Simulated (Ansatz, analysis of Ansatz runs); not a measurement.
# Na2WO4 (Fd-3m), nudged elastic band: Na_i by the interstitialcy path (q = +1)

How high is the barrier when Na changes place in Na2WO4 (Fd-3m)? The case: Na_i by the interstitialcy path, charge +1, in a cell of 56 host atoms with 1 Na put in.

Program: Ansatz 0.2.0. Level of theory: plane-wave PAW DFT, PBEsol; nudged elastic band between two relaxed defect structures at fixed charge in a uniform background. Results are calculated unless marked as measured.

**1. Set-up**

The cell holds 57 atoms: 17 Na, 8 W and 32 O. Its edges and angles: a = 9.109 Å, b = 9.109 Å, c = 9.109 Å, α = 90.0°, β = 90.0°, γ = 90.0°. It derives from Na2WO4 (space group Fd-3m). Nearest the centre at fractional (0.188, 0.312, 0.312): Na1 at 0.99 Å, Na57 at 0.99 Å, O45 at 2.05 Å, O49 at 2.05 Å, O53 at 2.05 Å, Na9 at 2.48 Å, Na13 at 2.48 Å, Na5 at 2.48 Å. The cell carries charge +1.

The cell's shortest repeat is 9.1 Å.

**2. Relaxation of the start point, charge +1**

The ends come first: from an unrelaxed start the top is counted from too high an energy, and the barrier comes out too low. Small random displacements break the symmetry of the ideal sites, so that the defect can distort if it gains by it. The charge of +1 is set by the electron count, and a uniform background keeps the cell neutral.

The input, qp1.start/input.yaml:

```yaml
crystal:
  lattice:
    - [9.1091061, 0.0, 0.0]
    - [0.0, 9.1091061, 0.0]
    - [0.0, 0.0, 9.1091061]
  atoms:
    - { symbol: Na, position: [0.125, 0.375, 0.375] }
    - { symbol: Na, position: [0.125, 0.875, 0.875] }
    - { symbol: Na, position: [0.625, 0.375, 0.875] }
    - { symbol: Na, position: [0.625, 0.875, 0.375] }
    - { symbol: Na, position: [0.375, 0.125, 0.375] }
    - { symbol: Na, position: [0.375, 0.625, 0.875] }
    - { symbol: Na, position: [0.875, 0.125, 0.875] }
    - { symbol: Na, position: [0.875, 0.625, 0.375] }
    - { symbol: Na, position: [0.375, 0.375, 0.125] }
    - { symbol: Na, position: [0.375, 0.875, 0.625] }
    - { symbol: Na, position: [0.875, 0.375, 0.625] }
    - { symbol: Na, position: [0.875, 0.875, 0.125] }
    - { symbol: Na, position: [0.125, 0.125, 0.125] }
    - { symbol: Na, position: [0.125, 0.625, 0.625] }
    - { symbol: Na, position: [0.625, 0.125, 0.625] }
    - { symbol: Na, position: [0.625, 0.625, 0.125] }
    - { symbol: W, position: [0.25, 0.25, 0.75] }
    - { symbol: W, position: [0.25, 0.75, 0.25] }
    - { symbol: W, position: [0.75, 0.25, 0.25] }
    - { symbol: W, position: [0.75, 0.75, 0.75] }
    - { symbol: W, position: [0.0, 0.0, 0.5] }
    - { symbol: W, position: [0.0, 0.5, 0.0] }
    - { symbol: W, position: [0.5, 0.0, 0.0] }
    - { symbol: W, position: [0.5, 0.5, 0.5] }
    - { symbol: O, position: [0.36328797, 0.13671203, 0.63671203] }
    - { symbol: O, position: [0.36328797, 0.63671203, 0.13671203] }
    - { symbol: O, position: [0.86328797, 0.13671203, 0.13671203] }
    - { symbol: O, position: [0.86328797, 0.63671203, 0.63671203] }
    - { symbol: O, position: [0.13671203, 0.36328797, 0.63671203] }
    - { symbol: O, position: [0.13671203, 0.86328797, 0.13671203] }
    - { symbol: O, position: [0.63671203, 0.36328797, 0.13671203] }
    - { symbol: O, position: [0.63671203, 0.86328797, 0.63671203] }
    - { symbol: O, position: [0.13671203, 0.13671203, 0.86328797] }
    - { symbol: O, position: [0.13671203, 0.63671203, 0.36328797] }
    - { symbol: O, position: [0.63671203, 0.13671203, 0.36328797] }
    - { symbol: O, position: [0.63671203, 0.63671203, 0.86328797] }
    - { symbol: O, position: [0.36328797, 0.36328797, 0.86328797] }
    - { symbol: O, position: [0.36328797, 0.86328797, 0.36328797] }
    - { symbol: O, position: [0.86328797, 0.36328797, 0.36328797] }
    - { symbol: O, position: [0.86328797, 0.86328797, 0.86328797] }
    - { symbol: O, position: [0.38671203, 0.11328797, 0.11328797] }
    - { symbol: O, position: [0.38671203, 0.61328797, 0.61328797] }
    - { symbol: O, position: [0.88671203, 0.11328797, 0.61328797] }
    - { symbol: O, position: [0.88671203, 0.61328797, 0.11328797] }
    - { symbol: O, position: [0.11328797, 0.38671203, 0.11328797] }
    - { symbol: O, position: [0.11328797, 0.88671203, 0.61328797] }
    - { symbol: O, position: [0.61328797, 0.38671203, 0.61328797] }
    - { symbol: O, position: [0.61328797, 0.88671203, 0.11328797] }
    - { symbol: O, position: [0.11328797, 0.11328797, 0.38671203] }
    - { symbol: O, position: [0.11328797, 0.61328797, 0.88671203] }
    - { symbol: O, position: [0.61328797, 0.11328797, 0.88671203] }
    - { symbol: O, position: [0.61328797, 0.61328797, 0.38671203] }
    - { symbol: O, position: [0.38671203, 0.38671203, 0.38671203] }
    - { symbol: O, position: [0.38671203, 0.88671203, 0.88671203] }
    - { symbol: O, position: [0.88671203, 0.38671203, 0.88671203] }
    - { symbol: O, position: [0.88671203, 0.88671203, 0.38671203] }
    - { symbol: Na, position: [0.25, 0.25, 0.25] }
total_charge: 1
basis:
  ecutwfc: 420
  xc_grid: 2
hamiltonian:
  xc: pbesol
kpoints:
  mp_grid: { grid: [1, 1, 1], shift: [0.25, 0.25, 0.25] }
scf:
  occupations: { method: fixed }
  max_iter: 100
output:
  forces: true
relax:
  f_tol: 0.02
  max_steps: 70
  random_displacement: { amplitude: 0.03, seed: 101 }
```

Launch:

```
$ ansatz run input.yaml --threads 8 --pin off --max-ram 14131MiB --backend cpu --events-out ev --progress --plain --runs-dir out
```

Numbers of over 12 decimals in the logs are rounded to 6 here.

Output:

```text
[... repeated set-up lines and file paths are left out, and long positions are rounded to six places ...]
The last accepted step is kept in <dir> (removed where the run ends without a failure and the disk answers)
Engine: ansatz 0.2.0, aarch64-unknown-linux-gnu
Pseudopotentials: kind: paw
Pseudopotential: Na, paw, valence charge 9, recommended cutoff 420 eV (normal), Na.paw.azcp
Pseudopotential: W, paw, valence charge 14, recommended cutoff 420 eV (normal), W.paw.azcp
Pseudopotential: O, paw, valence charge 6, recommended cutoff 420 eV (normal), O.paw.azcp
Functional definition: PBEsol
  exchange = pbesol_x
  correlation = pbesol_c
Crystal: 57 atoms, lattice volume = 755.835 Å³
Basis set: ecut = 420 eV, 14771 PW (Γ), exchange–correlation on 128×128×128 points (8 copies of the dense FFT grid, shifted against one another)
Bands: 285, of which v1, the nominal top of the filled ones, is band 228 counted from 1 (227 counted from 0)
Symmetry: 1 space group operations
k-points: 1
Non-local potential: Na, projectors of the file, l = 0: 3, l = 1: 2, l = 2: 1
Non-local potential: W, projectors of the file, l = 0: 3, l = 1: 2, l = 2: 2, l = 3: 1
Non-local potential: O, projectors of the file, l = 0: 2, l = 1: 2, l = 2: 1
PAW form: soft (Blöchl's): semilocal exchange-correlation on the pseudo side does not see the compensation charge
PAW frozen core: Na, regenerated for the run's functional, and the local potential with it (the file was generated under x = pbe(κ = 0.804, μ = 0.219515), c = pbe(β = 0.066725))
PAW frozen core: W, regenerated for the run's functional, and the local potential with it (the file was generated under x = pbe(κ = 0.804, μ = 0.219515), c = pbe(β = 0.066725))
PAW frozen core: O, regenerated for the run's functional, and the local potential with it (the file was generated under x = pbe(κ = 0.804, μ = 0.219515), c = pbe(β = 0.066725))
PAW one-centre angular grid: Na, 110 points (default); XC on 64 Gauss nodes
PAW one-centre angular grid: W, 590 points (default); XC on 64 Gauss nodes
PAW one-centre angular grid: O, 110 points (default); XC on 64 Gauss nodes
Initial density: superposition of atomic densities (neutral atoms scaled as one to the charged cell's electrons: chi_scale 0, normalization atom), corrected by the library's trained network
Initial wavefunctions: pseudopotential atomic-orbital guess
Functional: x = pbesol(κ = 0.804, μ = 0.123457), c = pbesol(β = 0.046)
SCF iter   1: F=—  HF=-131963.695343 eV  |F-HF|=—  |Δ(HF+E_count)|=         —  Δρ=1.12e0  dr2=5.69e4  ethr=1.77e-3  ⟨swp⟩=48.0  Hψ=6804  notcnv=0  defer=56
preconditioner: auto → Resta (q_TF=auto, 2.508 Å⁻¹)  ε∞=2.1  [insulator: Δε(μ)=0.073 eV  Ē_g=21.830 eV  n_scr=202 (ndim 8)  ℏωp=23.2 eV  f_vac=0.158  ε∞_Penn≈2.1  vacuum switching on, ρ_ref=3.5e-2 e/Å³]
SCF iter   2: F=—  HF=-134531.318291 eV  |F-HF|=—  |Δ(HF+E_count)|=    2.57e3  Δρ=1.06e0  dr2=4.51e4  ethr=1.77e-3  ⟨swp⟩=46.0  Hψ=7681  notcnv=29  defer=57
SCF iter   3: F=—  HF=-126864.020791 eV  |F-HF|=—  |Δ(HF+E_count)|=    7.67e3  Δρ=6.84e-1  dr2=8.87e3  ethr=1.77e-3  ⟨swp⟩=23.0  Hψ=6057  notcnv=0  defer=55
SCF iter   4: F=—  HF=-125561.260823 eV  |F-HF|=—  |Δ(HF+E_count)|=    1.30e3  Δρ=3.82e-1  dr2=1.89e3  ethr=1.77e-3  ⟨swp⟩=23.0  Hψ=4371  notcnv=0  defer=57
SCF iter   5: F=—  HF=-125298.183333 eV  |F-HF|=—  |Δ(HF+E_count)|=    2.63e2  Δρ=2.46e-1  dr2=5.91e2  ethr=1.77e-3  ⟨swp⟩=12.0  Hψ=2325  notcnv=0  defer=55
SCF iter   6: F=—  HF=-125192.819705 eV  |F-HF|=—  |Δ(HF+E_count)|=    1.05e2  Δρ=1.32e-1  dr2=1.59e2  ethr=1.77e-3  ⟨swp⟩=8.0  Hψ=772  notcnv=0  defer=55
SCF iter   7: F=—  HF=-125171.534689 eV  |F-HF|=—  |Δ(HF+E_count)|=    2.13e1  Δρ=1.18e-1  dr2=2.64e2  ethr=1.77e-3  ⟨swp⟩=10.0  Hψ=695  notcnv=0  defer=55
SCF iter   8: F=—  HF=-125138.637550 eV  |F-HF|=—  |Δ(HF+E_count)|=    3.29e1  Δρ=4.78e-2  dr2=2.37e1  ethr=1.77e-3  ⟨swp⟩=6.0  Hψ=746  notcnv=0  defer=55
SCF iter   9: F=—  HF=-125134.734445 eV  |F-HF|=—  |Δ(HF+E_count)|=    3.90e0  Δρ=3.10e-2  dr2=9.14e0  ethr=1.77e-3  ⟨swp⟩=5.0  Hψ=645  notcnv=0  defer=54
SCF iter  10: F=—  HF=-125133.235674 eV  |F-HF|=—  |Δ(HF+E_count)|=    1.50e0  Δρ=1.63e-2  dr2=2.95e0  ethr=1.77e-3  ⟨swp⟩=3.0  Hψ=493  notcnv=0  defer=55
SCF iter  11: F=—  HF=-125132.657149 eV  |F-HF|=—  |Δ(HF+E_count)|=   5.79e-1  Δρ=6.57e-3  dr2=5.02e-1  ethr=6.47e-4  ⟨swp⟩=8.0  Hψ=816  notcnv=0  defer=55
SCF iter  12: F=—  HF=-125132.552397 eV  |F-HF|=—  |Δ(HF+E_count)|=   1.05e-1  Δρ=2.72e-3  dr2=7.17e-2  ethr=1.10e-4  ⟨swp⟩=8.0  Hψ=365  notcnv=0  defer=57
SCF iter  13: F=—  HF=-125132.539903 eV  |F-HF|=—  |Δ(HF+E_count)|=   1.25e-2  Δρ=1.32e-3  dr2=1.49e-2  ethr=1.57e-5  ⟨swp⟩=6.0  Hψ=476  notcnv=0  defer=57
SCF iter  14: F=—  HF=-125132.538035 eV  |F-HF|=—  |Δ(HF+E_count)|=   1.87e-3  Δρ=6.55e-4  dr2=3.73e-3  ethr=3.26e-6  ⟨swp⟩=5.0  Hψ=399  notcnv=0  defer=57
SCF iter  15: F=—  HF=-125132.546381 eV  |F-HF|=—  |Δ(HF+E_count)|=   8.35e-3  Δρ=2.46e-4  dr2=4.44e-4  ethr=8.17e-7  ⟨swp⟩=4.0  Hψ=740  notcnv=0  defer=55
SCF iter  16: F=—  HF=-125132.546359 eV  |F-HF|=—  |Δ(HF+E_count)|=   2.19e-5  Δρ=7.86e-5  dr2=3.64e-5  ethr=9.74e-8  ⟨swp⟩=2.0  Hψ=397  notcnv=0  defer=55
SCF iter  17: F=—  HF=-125132.546367 eV  |F-HF|=—  |Δ(HF+E_count)|=   8.33e-6  Δρ=6.30e-5  dr2=3.35e-5  ethr=2.19e-9  ⟨swp⟩=7.0  Hψ=1044  notcnv=0
SCF iter  18: F=-125132.546362 eV  HF=-125132.546362 eV  |F-HF|=4.43e-7  |Δ(HF+E_count)|=   4.91e-6  Δρ=1.49e-5  dr2=1.43e-6  ethr=2.19e-9  ⟨swp⟩=4.0  Hψ=993  notcnv=0
SCF 1 converged in 18 iterations: F = -125132.546362 eV  dr2 = 1.43e-6
  greatest PAW one-centre occupation: 1.001 electrons in one spin orbital (limit 2), on the Na atom at site 0 (counted from 0), in its partial waves of l = 1
relax step   1: F+E_penalty+E_count = -125132.54636161 eV  Δ(F+E_penalty+E_count) = +0.000e0 eV  max|allowed force component| = 3.337e0 eV/Å  Δτ_max = 0.0000 Å  (18 SCF iters, dr2 threshold 1.00e-5 eV, accepted)
[... the SCF cycles and remarks between the steps are left out from here to the last step ...]
relax step   2: F+E_penalty+E_count = -125134.14729229 eV  Δ(F+E_penalty+E_count) = -1.601e0 eV  max|allowed force component| = 1.252e0 eV/Å  Δτ_max = 0.1044 Å  (7 SCF iters, dr2 threshold 1.00e-4 eV, accepted)
relax step   3: F+E_penalty+E_count = -125135.10361757 eV  Δ(F+E_penalty+E_count) = -9.563e-1 eV  max|allowed force component| = 3.275e-1 eV/Å  Δτ_max = 0.2000 Å  (7 SCF iters, dr2 threshold 9.80e-5 eV, accepted)
relax step   4: F+E_penalty+E_count = -125135.21445307 eV  Δ(F+E_penalty+E_count) = -1.108e-1 eV  max|allowed force component| = 8.634e-2 eV/Å  Δτ_max = 0.1200 Å  (7 SCF iters, dr2 threshold 7.34e-6 eV, accepted)
relax step   5: F+E_penalty+E_count = -125135.21931382 eV  Δ(F+E_penalty+E_count) = -4.861e-3 eV  max|allowed force component| = 9.775e-3 eV/Å  Δτ_max = 0.0194 Å  (7 SCF iters, dr2 threshold 5.10e-7 eV, accepted)
iter 1 solved again at ethr=3.43e-10 eV; its pass at ethr=3.10e-3 eV (dr2=1.56e-6 eV) is discarded
SCF iter   1: F=—  HF=-125135.214378 eV  |F-HF|=—  |Δ(HF+E_count)|=         —  Δρ=1.79e-5  dr2=1.61e-6  ethr=3.43e-10  ⟨swp⟩=2.0  Hψ=757  notcnv=0  defer=40
SCF iter   2: F=—  HF=-125135.219314 eV  |F-HF|=—  |Δ(HF+E_count)|=   4.94e-3  Δρ=1.07e-5  dr2=6.06e-7  ethr=3.43e-10  ⟨swp⟩=3.0  Hψ=578  notcnv=0  defer=40
SCF iter   3: F=—  HF=-125135.219314 eV  |F-HF|=—  |Δ(HF+E_count)|=   3.61e-8  Δρ=5.75e-6  dr2=1.75e-7  ethr=1.33e-10  ⟨swp⟩=2.0  Hψ=340  notcnv=0  defer=40
SCF iter   4: F=-125135.219314 eV  HF=-125135.219314 eV  |F-HF|=4.02e-8  |Δ(HF+E_count)|=   5.29e-8  Δρ=4.08e-6  dr2=8.88e-8  ethr=2.19e-11  ⟨swp⟩=3.0  Hψ=732  notcnv=0
SCF 6 converged in 4 iterations: F = -125135.219314 eV  dr2 = 8.88e-8
relax step   6: F+E_penalty+E_count = -125135.21931385 eV  Δ(F+E_penalty+E_count) = -2.964e-8 eV  max|allowed force component| = 9.773e-3 eV/Å  Δτ_max = 0.0000 Å  (4 SCF iters, accepted)
SCF converged after 4 iterations
Free energy (F): -125135.219314 eV
Harris-Foulkes:  -125135.219314 eV  (|F-HF|=4.02e-8)
Internal energy: -125135.219314 eV  (E = F + TS)
E sigma→0 (E₀):  -125135.219314 eV
Fermi energy:    4.535046 eV
--- Per-component energies (eV) ---
  E_band       = -5924.014745
  E_kinetic    = 11211.068293
  E_local      = -41056.970510  (includes V_loc(G=0)·N_el)
  E_nonlocal   = 3536.531318
  E_hartree    = 14453.302146
  E_xc         = -5083.998478
  E_vxc        = -5713.449433  (∫ρ·V_xc dr)
  E_paw        = -76663.960513  (= ΣΔE_a)
  E_vpaw       = -2807.867240  (= ΣTr[D̂ρ^β])
  E_aug_tail   = 0.078907  (compensation charges beyond the density's cutoff)
  E_ewald      = -31535.103821
  E_core_change = 3.833345  (= ΣΔE_core)
  E_smearing   = -0.000000  (= −TS)
  E_closure    = 0.000000  (closes the sum)
  E_deformation_potential = 14.543803  (in the stress; not in F)
  Σ components = -125135.219314   (vs F -125135.219314, Δ=0.00e0)
--- Forces (eV/Å), atoms counted from 1 ---
  atom   1  Na    -0.00017136    -0.00063300    -0.00190438
  atom   2  Na    -0.00112874    -0.00006813     0.00067510
  [... 2 atoms left out ...]
  atom   5  Na    -0.00067536     0.00065249    -0.00169305
  [... 3 atoms left out ...]
  atom   9  Na    -0.00189519    -0.00026977     0.00025244
  [... 3 atoms left out ...]
  atom  13  Na    -0.00054390     0.00183656     0.00044528
  [... 15 atoms left out ...]
  atom  29  O      0.00002734     0.00110022     0.00010650
  [... 9 atoms left out ...]
  atom  39  O      0.00479723     0.00082950     0.00373228
  [... 5 atoms left out ...]
  atom  45  O     -0.00932046     0.00858917    -0.00977336
  [... 3 atoms left out ...]
  atom  49  O     -0.00873774    -0.00713774     0.00616328
  [... 3 atoms left out ...]
  atom  53  O      0.00565586     0.00797277     0.00556597
  [... 3 atoms left out ...]
  atom  57  Na     0.00224731    -0.00132400     0.00275282
  max |Σ_I F_I| component: 4.36e-5 eV/Å
--- Relaxed structure (6 steps of the walk, 6 accepted, 0 SCFs on fresh bases) ---
  F+E_penalty+E_count = -125135.21931385 eV   max|allowed force component| = 9.773e-3 eV/Å
  atoms:
    - { symbol: Na, position: [0.100743, 0.399511, 0.399616] }
    - { symbol: Na, position: [0.124047, 0.871503, 0.871219] }
    [... 2 atoms left out ...]
    - { symbol: Na, position: [0.399137, 0.101131, 0.399461] }
    [... 3 atoms left out ...]
    - { symbol: Na, position: [0.399472, 0.399583, 0.100916] }
    [... 3 atoms left out ...]
    - { symbol: Na, position: [0.101099, 0.101151, 0.101303] }
    [... 15 atoms left out ...]
    - { symbol: O, position: [0.135698, 0.364788, 0.639471] }
    [... 9 atoms left out ...]
    - { symbol: O, position: [0.860807, 0.364835, 0.364631] }
    [... 5 atoms left out ...]
    - { symbol: O, position: [0.114802, 0.385940, 0.114999] }
    [... 3 atoms left out ...]
    - { symbol: O, position: [0.114991, 0.115267, 0.385637] }
    [... 3 atoms left out ...]
    - { symbol: O, position: [0.385658, 0.385900, 0.385829] }
    [... 3 atoms left out ...]
    - { symbol: Na, position: [0.250242, 0.250848, 0.250316] }
```

It took 54 s on 8 threads of Arm Neoverse V2, shared host; peak memory 1.4 GiB.

Relaxation path:

```
step  energy less that of the first step (eV)  largest force component (eV/Å)
   1                                   0.0000                          3.3373
   2                                  -1.6009                          1.2523
   3                                  -2.5573                          0.3275
   4                                  -2.6681                          0.0863
   5                                  -2.6730                          0.0098
   6                                  -2.6730                          0.0098
```

The atoms that moved most (Å, from the sites as typed, ahead of the random displacement, the mean shift of all atoms taken out):

```
atom      dx      dy      dz  length
 Na9   0.221   0.219  -0.222   0.383
 Na1  -0.222   0.219   0.221   0.382
 Na5   0.218  -0.222   0.220   0.381
Na13  -0.219  -0.222  -0.219   0.381
 Na3   0.037   0.011  -0.037   0.054
Na11  -0.037   0.011   0.037   0.054
Na10   0.011  -0.037   0.037   0.054
Na12  -0.037  -0.037  -0.010   0.053
```

Neighbours of Na57 at the end:

```
atom  distance (Å)
 O45         2.134
 O53         2.135
 O41         2.136
 O49         2.136
 Na9         2.353
 Na1         2.353
 Na5         2.355
Na13         2.355
```

This step gave:

```yaml
free_energy: -125135.2193 eV
r_m_s_move_of_the_farther_half_of_the_atoms: 0.03359 Å
largest_move_from_the_ideal_geometry_of_this_structure_a_common_shift_of_the_far_atoms_taken_out: 0.3824 Å
```

The relaxation gained 2.673 eV and ended with a largest force component of 0.0098 eV/Å.

[end of part 1 of 4]

[Logs are printed without paths, hosts, clocks, repeated set-up lines and the standing remarks that a program may print on its own settings, such as how far it seeks lower states.]

[Hosts, paths, dates, database ids (printed as entryN), source tags and the programs' standing remarks are cut or masked in the printed files.]
